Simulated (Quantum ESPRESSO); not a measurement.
Computed results, one entry a study.

```json
{"subject": "Ba2Cu3Cl2O4: parallel and opposed starts", "lattice_ang": [[-2.7585, 2.7585, 6.904], [2.7585, -2.7585, 6.904], [2.7585, 2.7585, -6.904]], "atoms": [["Ba", 0.36, 0.36, 0.0], ["Ba", 0.64, 0.64, 0.0], ["Cu", 0.5, 0.0, 0.5], ["Cu", 0.0, 0.5, 0.5], ["Cu", 0.0, 0.0, 0.0], ["Cl", 0.75, 0.25, 0.5], ["Cl", 0.25, 0.75, 0.5], ["O", 0.25, 0.25, 0.5], ["O", 0.25, 0.75, 0.0], ["O", 0.75, 0.75, 0.5], ["O", 0.75, 0.25, 0.0]], "method": "LDA; plane waves with GBRV 1.5 LDA potentials, no spin-orbit coupling, projections on orthogonalised atomic orbitals (and 2 further levels or steps)", "program": "Quantum ESPRESSO 7.5", "settings_of_one_run": "GBRV 1.5 LDA, cutoff 544.23 eV, 6×6×6 k-mesh, 78 bands, fermi-dirac occupations, smearing width 0.05 eV, collinear spin, SCF threshold 2.20e-8, starting moments 0 0 1 -1 1 0 0 0 0 0 0 μB", "cost": "5 runs, 53 min in all on 4 MPI ranks of Arm Neoverse V2, shared host (the runs of this entry)", "notes": "No Hubbard term acts here. In such compounds local and semilocal functionals without one often delocalise the d electrons, and can shrink or lose moments and miss the size, sign and order of the couplings. The smearing term is large for its width, so states at the Fermi level are partly filled: at this level the cell is a metal or has a gap of a few widths at most. By charge balance Cu is d9; such ions mostly distort their surroundings (Jahn–Teller), and their compounds are mostly insulators, which a run without U in an unrelaxed cell can miss.", "results": {"lowest_state_found": "non-magnetic (from ferro +++, ferri +-+ and ferri ++-)", "largest_site_moment": "0.00160 μB"}}
```

[Logs and program files are shortened in this print: banners, set-up blocks, solver, clock and traceback lines can be left out without a mark of their own.]

[Logs are printed without paths, hosts, clocks, repeated set-up lines and the standing remarks that a program may print on its own settings, such as how far it seeks lower states.]

[Hosts, paths, dates, database ids (printed as entryN), source tags and the programs' standing remarks are cut or masked in the printed files.]

[Where a cell is said to come from a database of computed structures, the database is the Materials Project.]
